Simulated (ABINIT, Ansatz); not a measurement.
# Calculated records

```
! title: How the form of the self-energy moves the gap of MgO (Periclase)
! method: RPA screening on PBE, plane waves, norm-conserving pseudopotentials (and 2 further levels or steps)
! program: ABINIT 10.8.3
! settings: cutoff 38 Ha, PseudoDojo scalar-relativistic 0.4.1 standard, norm-conserving, ngkpt (8, 8, 8), nband 146, ecuteps 10.4 Ha, inclvkb 2, shiftk (0, 0, 0), symchi 1, awtr 1, frequency ppm, 8×8×8 k-mesh
! cost: 5 runs, 4.2 min in all on 8 MPI ranks of Arm Neoverse V2, shared host
! notes: The database entry behind the starting cell differs from other determinations of this structure. The program’s warnings: nkpt*nsppol () is not a multiple of nproc spkpt (). The cell and positions come from the Crystallography Open Database and are kept as given unless a step says otherwise.
! G0W0, Godby-Needs plasmon pole: 7.046 eV
! G0W0, Hybertsen-Louie plasmon pole: 7.451 eV
! G0W0, Engel-Farid plasmon pole: 7.180 eV
! known limits: short of the basis limit
CELL_PARAMETERS angstrom
0.00000 2.10850 2.10850
2.10850 0.00000 2.10850
2.10850 2.10850 0.00000
ATOMIC_POSITIONS crystal
Mg 0.00000 0.00000 0.00000
O 0.50000 0.50000 0.50000
```

[Long decimals in the printed logs are rounded to 6 places.]

[Logs are printed without paths, hosts, clocks, repeated set-up lines and the standing remarks that a program may print on its own settings, such as how far it seeks lower states.]

[Paths, hosts, dates, memory and timing lines, banners, echoed tables and standing remarks are left out of the program output; an Ansatz launch command may be rebuilt from the run's recorded settings. Measured values are a selection of at most five: reports struck by readers or far from the other reports are left out. None is set beside runs whose start may be inverted or whose files or cutoffs have a known fault.]

[Runs of the session that timed out or met a known fault of the program may be left out.]

[Hosts, paths, dates, database ids (printed as entryN), source tags and the programs' standing remarks are cut or masked in the printed files.]

[G0W0 gaps are taken among the corrected bands and points alone; a level outside them can change the order at an edge.]

[Where Ansatz stands beside ABINIT at settings called matched, ABINIT's density can come from a denser mesh and the files from another edition; pairs whose starting gaps differed by over 0.03 eV were left out, so agreement reads better than it is.]
